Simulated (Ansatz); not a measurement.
Tl (P6_3/mmc): Drude plasma energy along x against volume

The cell of Tl (P6_3/mmc) is scaled evenly and the response computed anew at each volume, on one mesh. x, y and z are the Cartesian axes of the input cell.

The structure is hexagonal, space group P6_3/mmc (No. 194). The conventional cell has a = 3.456 Å, b = 3.456 Å, c = 5.525 Å, α = 90.00°, β = 90.00°, γ = 120.00°. Tl on site c has 12 Tl at 3.41 to 3.46 Å as nearest neighbours.

Method: Ansatz 0.2.0, r2SCAN, independent particles, k-mesh 15×15×7 with interpolation inside its cells, Gaussian parameter 0.1 eV.

Launch of the response step: `ansatz run input.yaml --threads 4 --pin off --max-ram 8192MiB --backend cpu --events-out ev --progress --plain --runs-dir out`. The series took 7.3 min in all, on 4 threads of Intel(R) Xeon(R) Processor @ 2.70GHz (shared host).

| V/V₀ | V (Å³, primitive cell) | Drude plasma energy along x (eV) |
| --- | --- | --- |
| 0.94 | 53.72 | 7.977 |
| 0.96 | 54.86 | ? |
| 0.98 | 56.01 | 7.636 |
| 1.00 | 57.15 | 7.475 |
| 1.02 | 58.29 | 7.320 |
| 1.04 | 59.44 | 7.171 |
| 1.06 | 60.58 | 7.027 |

For small changes the quantity should be close to linear in ln V.

Working, on the rows shown:

| x = ln(V/V₀) | y = Drude plasma energy along x |
| --- | --- |
| -0.0618754 | 7.977 |
| -0.0202027 | 7.636 |
| 0 | 7.475 |
| 0.0198026 | 7.32 |
| 0.0392207 | 7.171 |
| 0.0582689 | 7.027 |

Means: x̄ = 0.005869, ȳ = 7.4343. Σ(x − x̄)(y − ȳ) = -0.07398, Σ(x − x̄)² = 0.009356. Slope = -0.07398 / 0.009356 = -7.907; intercept = ȳ − slope · x̄ = 7.4807. The line misses the rows shown by at most 0.007 eV.

**Question.** Fill in the last column of the withheld row.

**Answer.** At x = -0.040822 the line gives y = 7.8035 eV. The run gave 7.804 eV, so the interpolation holds to the digits printed.

Between the rows on either side of x = 0 the slope is (7.32 − 7.636) / (0.019803 − (-0.020203)) = -7.899. So d ln ωp/d ln V = -1.06; free electrons would give −0.50. The values come from a sum over the points of one k-mesh and carry its error, which is largest for Fermi-surface quantities. Spin-orbit coupling is left out.
